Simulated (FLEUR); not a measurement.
# AlFe: energy against a fixed spin moment, part 2 of 2

Aim: the energy of AlFe as a function of its total spin moment.

FLEUR MaX-R8.1; PBE; all-electron FLAPW, Dirac cores, scalar-relativistic bands.

So far, magnetization (μB): step 2 (unconstrained state) 0.741.

### 4. Moment fixed at 0.67 μB

Two Fermi energies hold the total moment; the run starts from the free run's density.

inp.xml

```
<?xml version="1.0" encoding="UTF-8" standalone="no"?>
<fleurInput fleurInputVersion="0.39">
   <comment>
      AlFe
   </comment>
   <calculationSetup>
      <cutoffs Kmax="4.1" Gmax="12.3" GmaxXC="12.3" numbands="0"/>
      <scfLoop itmax="120" minDistance="0.00002" maxIterBroyd="15" imix="Anderson" alpha="0.05" precondParam="0.0" spinf="2.0" sdNocoIR="T"/>
      <coreElectrons ctail="T" frcor="F" kcrel="0" coretail_lmax="0"/>
      <xcFunctional name="pbe" relativisticCorrections="F"/>
      <magnetism jspins="2" fixed_moment="0.67"/>
      <soc l_soc="F" theta="0.0" phi="0.0" spav="F"/>
      <expertModes spex="0" secvar="F"/>
      <geometryOptimization l_f="F" forcealpha="1.0" forcemix="BFGS" epsdisp="0.00001" epsforce="0.00001"/>
      <ldaU l_linMix="F" mixParam="0.05" spinf="1.0"/>
   </calculationSetup>
   <cell>
      <bzIntegration valenceElectrons="19.0" mode="hist" fermiSmearingEnergy="0.00183747">
         <kPointListSelection listName="default-1"/>
         <xi:include xmlns:xi="http://www.w3.org/2001/XInclude" href="kpts.xml"> </xi:include>
      </bzIntegration>
      <xi:include xmlns:xi="http://www.w3.org/2001/XInclude" href="sym.xml"> </xi:include>
      <bulkLattice scale="1.0">
         <bravaisMatrix>
            <row-1>    5.4991030225859996     0.0000000000000000     0.0000000000000000</row-1>
            <row-2>    0.0000000000000000     5.4991030225859996     0.0000000000000000</row-2>
            <row-3>    0.0000000000000000     0.0000000000000000     5.4991030225859996</row-3>
         </bravaisMatrix>
      </bulkLattice>
   </cell>
   <atomSpecies>
      <species name="Aluminum (Al)" element="Al" atomicNumber="13">
         <mtSphere radius="1.83" gridPoints="605" logIncrement="0.019"/>
         <atomicCutoffs lmax="8" lnonsphr="6"/>
         <electronConfig flipSpins="F">
            <coreConfig>(1s1/2) (2s1/2) (2p1/2) (2p3/2)</coreConfig>
            <valenceConfig>(3s1/2) (3p1/2) (3p3/2)</valenceConfig>
            <stateOccupation state="(3p1/2)" spinUp="0.166667" spinDown="0.166667"/>
            <stateOccupation state="(3p3/2)" spinUp="0.333333" spinDown="0.333333"/>
         </electronConfig>
         <energyParameters s="3" p="3" d="3" f="4"/>
      </species>
      <species name="Iron (Fe) 2.801" element="Fe" atomicNumber="26">
         <mtSphere radius="2.68" gridPoints="885" logIncrement="0.014"/>
         <atomicCutoffs lmax="10" lnonsphr="8"/>
         <electronConfig flipSpins="F">
            <coreConfig>(1s1/2) (2s1/2) (2p1/2) (2p3/2)</coreConfig>
            <valenceConfig>(3s1/2) (3p1/2) (3p3/2) (4s1/2) (3d3/2) (3d5/2)</valenceConfig>
            <stateOccupation state="(3d3/2)" spinUp="1.4005" spinDown="0.9995"/>
            <stateOccupation state="(3d5/2)" spinUp="3.0" spinDown="0.6"/>
         </electronConfig>
         <energyParameters s="4" p="4" d="3" f="4"/>
         <lo type="SCLO" l="0" n="3" eDeriv="0"/>
         <lo type="SCLO" l="1" n="3" eDeriv="0"/>
      </species>
   </atomSpecies>
   <atomGroups>
      <atomGroup species="Aluminum (Al)">
         <relPos label="                   1">.0000000000 .0000000000 .0000000000</relPos>
         <force calculate="T" relaxXYZ="TTT"/>
      </atomGroup>
      <atomGroup species="Iron (Fe) 2.801">
         <relPos label="                   2">1.000/2.000 1.000/2.000 1.000/2.000</relPos>
         <force calculate="T" relaxXYZ="TTT"/>
      </atomGroup>
   </atomGroups>
   <output dos="F" band="F" slice="F">
      <bandDOS minEnergy="-.5*Htr" maxEnergy="0.5*Htr" sigma="0.015" storeEVData="T"/>
      <plotting iplot="0" polar="F">
         <plot TwoD="T" vec1="  1.0  0.0  0.0" vec2="  0.0  1.0  0.0" vec3="  0.0  0.0  1.0" zero="  0.0  0.0  0.0" file="plot"/>
      </plotting>
      <moessbauerParams electricFieldGradient="F" isomerShift="F" coreHyperfine="F" valenceHyperfine="F"/>
   </output>
</fleurInput>
```

Launch:

```console
$ OMP_NUM_THREADS=1 mpirun -n 4 fleur_MPI > fleur.log
```

The log of the run:

```text
[banner, memory and clock lines left out]
Welcome to FLEUR        (www.flapw.de)
      MaX-Release 8.1          (www.max-centre.eu)

 ========== k-point set info ==========
 Selected k-point list: default-1
 k-point list type: mesh
 12 x 12 x 12
 Number of k points: 84

 [... set-up left out ...]
 Iteration:     1   Distance:       1.37384127 me/bohr^3
 Iteration:     2   Distance:       1.31880854 me/bohr^3
 Iteration:     3   Distance:       0.29156120 me/bohr^3
 Iteration:     4   Distance:       0.10532067 me/bohr^3
 Iteration:     5   Distance:       0.04119096 me/bohr^3
 Iteration:     6   Distance:       0.01470545 me/bohr^3
 Iteration:     7   Distance:       0.00466797 me/bohr^3
 Iteration:     8   Distance:       0.00444303 me/bohr^3
 Iteration:     9   Distance:       0.00171553 me/bohr^3
 Iteration:    10   Distance:       0.00018034 me/bohr^3
 Iteration:    11   Distance:       0.00023551 me/bohr^3
 Iteration:    12   Distance:       0.00003199 me/bohr^3
 Iteration:    13   Distance:       0.00000786 me/bohr^3

 ********************************************************************
 Run finished successfully
 Stop message:
   all done
 ********************************************************************

--- out.xml (last complete iteration) ---
<iteration numberForCurrentRun="   13" overallNumber="   46">
         [... left out ...]
         <bandgap value="0.0348287841" units="eV"/>
         <sumValenceSingleParticleEnergies value="-6.1721092815" units="Htr"/>
         <bandgap value="0.0017157055" units="eV"/>
         <sumValenceSingleParticleEnergies value="-12.3769266781" units="Htr"/>
         <FermiEnergy value="0.3437099086" units="Htr"/>
         <FixedTotalMoment fermiEnergyUp="0.3415439605" fermiEnergyDown="0.3437099086" units="Htr"/>
         [... left out ...]
         <magneticMomentsInMTSpheres units="muBohr">
            <globalMagMoment atomType="1" vec="0.00000   0.00000  -0.01754"/>
            <globalMagMoment atomType="2" vec="0.00000   0.00000   0.72432"/>
         </magneticMomentsInMTSpheres>
         [... left out ...]
         <totalEnergy value="    -1515.6493582391" units="Htr">
            <sumOfEigenvalues value="     -863.3905110306">
               <coreElectrons value="-851.0135843525"/>
               <valenceElectrons value="-12.3769266781"/>
            </sumOfEigenvalues>
         [... left out ...]
            <freeEnergy value="-1515.6500354758"/>
            <extrapolationTo0K value="-1515.6496968574"/>
         </totalEnergy>
         <densityConvergence units="me/bohr^3">
            <chargeDensity spin="1" distance="0.0000042224"/>
            <chargeDensity spin="2" distance="0.0000038855"/>
            <overallChargeDensity distance="0.0000078565"/>
            <spinDensity distance="0.0000020311"/>
         </densityConvergence>
      </iteration>
```

Run time: 11 s. Hardware: 4 MPI ranks of Intel Xeon 6975P-C (Granite Rapids), shared host; peak memory 0.21 GiB.

This step gave:

| Quantity | Value |
| --- | --- |
| magnetization | 0.67 μB |

Its energy lies +1.1 meV a cell from the free run's.

### 5. Moment fixed at 0.838 μB

inp.xml: that of step 4 with these lines changed.

```diff
@@ -10,3 +10,3 @@
       <xcFunctional name="pbe" relativisticCorrections="F"/>
-      <magnetism jspins="2" fixed_moment="0.67"/>
+      <magnetism jspins="2" fixed_moment="0.838"/>
       <soc l_soc="F" theta="0.0" phi="0.0" spav="F"/>
```

The log of the run:

```text
[banner, memory and clock lines left out]
Welcome to FLEUR        (www.flapw.de)
      MaX-Release 8.1          (www.max-centre.eu)

 ========== k-point set info ==========
 Selected k-point list: default-1
 k-point list type: mesh
 12 x 12 x 12
 Number of k points: 84

 [... set-up left out ...]
 Iteration:     1   Distance:       1.89473788 me/bohr^3
 Iteration:     2   Distance:       1.81926507 me/bohr^3
 Iteration:     3   Distance:       0.42486158 me/bohr^3
 Iteration:     4   Distance:       0.14326106 me/bohr^3
 Iteration:     5   Distance:       0.08248769 me/bohr^3
[...]
<sumOfEigenvalues value="     -863.3936813154">
               <coreElectrons value="-851.0118243495"/>
               <valenceElectrons value="-12.3818569660"/>
            </sumOfEigenvalues>
         [... left out ...]
            <freeEnergy value="-1515.6499296647"/>
            <extrapolationTo0K value="-1515.6495994686"/>
         </totalEnergy>
         <densityConvergence units="me/bohr^3">
            <chargeDensity spin="1" distance="0.0000043695"/>
            <chargeDensity spin="2" distance="0.0000043423"/>
            <overallChargeDensity distance="0.0000059449"/>
            <spinDensity distance="0.0000063683"/>
         </densityConvergence>
      </iteration>
```

Wall time 11 s (4 MPI ranks); peak memory 0.24 GiB.

Numbers from this step:

```yaml
magnetization: 0.838 μB
```

Its energy lies +4.0 meV a cell from the free run's.

### 6. Moment fixed at 0.503 μB

inp.xml: that of step 5 with these lines changed.

```diff
@@ -10,3 +10,3 @@
       <xcFunctional name="pbe" relativisticCorrections="F"/>
-      <magnetism jspins="2" fixed_moment="0.838"/>
+      <magnetism jspins="2" fixed_moment="0.503"/>
       <soc l_soc="F" theta="0.0" phi="0.0" spav="F"/>
```

The log of the run:

```text
[banner, memory and clock lines left out]
Welcome to FLEUR        (www.flapw.de)
      MaX-Release 8.1          (www.max-centre.eu)

 ========== k-point set info ==========
 Selected k-point list: default-1
 k-point list type: mesh
 12 x 12 x 12
 Number of k points: 84

 [... set-up left out ...]
 Iteration:     1   Distance:       4.58207016 me/bohr^3
 Iteration:     2   Distance:       4.39721063 me/bohr^3
 Iteration:     3   Distance:       1.17924694 me/bohr^3
 Iteration:     4   Distance:       0.31609981 me/bohr^3
 Iteration:     5   Distance:       0.26082417 me/bohr^3
[...]
<sumOfEigenvalues value="     -863.3802025511">
               <coreElectrons value="-851.0117759612"/>
               <valenceElectrons value="-12.3684265899"/>
            </sumOfEigenvalues>
         [... left out ...]
            <freeEnergy value="-1515.6496786490"/>
            <extrapolationTo0K value="-1515.6493294055"/>
         </totalEnergy>
         <densityConvergence units="me/bohr^3">
            <chargeDensity spin="1" distance="0.0000102373"/>
            <chargeDensity spin="2" distance="0.0000075160"/>
            <overallChargeDensity distance="0.0000070769"/>
            <spinDensity distance="0.0000165076"/>
         </densityConvergence>
      </iteration>
```

Run time: 12 s. Hardware: 4 MPI ranks; peak memory 0.24 GiB; 46 s of CPU time.

Numbers from this step:

* magnetization: 0.503 μB

Its energy lies +10.8 meV a cell from the free run's.

### 7. E(M)

The other moments were run in the same way.

The energy over the lowest by total spin moment:

```
total spin moment (μB a cell)  energy over the lowest (meV a cell)
                        0.000                                 35.8
                        0.168                                 32.7
                        0.335                                 23.8
                        0.503                                 10.8
                        0.670                                 1.14
                        0.741                                    0
                        0.838                                 4.02
                        1.005                                 30.8
                        1.173                                 66.2
                        1.341                                  101
```

The moment, largest sphere moment by total spin moment:

```
total spin moment (μB a cell)  moment, largest sphere moment (μB)
                        0.000                                   0
                        0.168                               0.186
                        0.335                               0.371
                        0.503                               0.553
                        0.670                               0.724
                        0.741                               0.798
                        0.838                               0.900
                        1.005                                1.08
                        1.173                                1.26
                        1.341                                1.43
```

### 8. What came out

```
moment of the free run     : 0.741 μB a cell
moment of the lowest point : 0.741 μB a cell
energy of the spinless run : 35.8 meV a cell over the lowest
```

**Reading.** The lowest point lies 35.8 meV a cell under the spinless run, in free energy at a smearing of 0.05 eV. The point at zero is the spinless run. Opposed orders, which also have no total moment, were not run. Core electrons leak out of the spheres (0.027 e), which costs some accuracy.

[Logs and program files are shortened in this print: banners, set-up blocks, solver, clock and traceback lines can be left out without a mark of their own.]

[Logs are printed without paths, hosts, clocks, repeated set-up lines and the standing remarks that a program may print on its own settings, such as how far it seeks lower states.]

[Hosts, paths, dates, database ids (printed as entryN), source tags and the programs' standing remarks are cut or masked in the printed files.]

[Where a cell is said to come from a database of computed structures, the database is the Materials Project.]
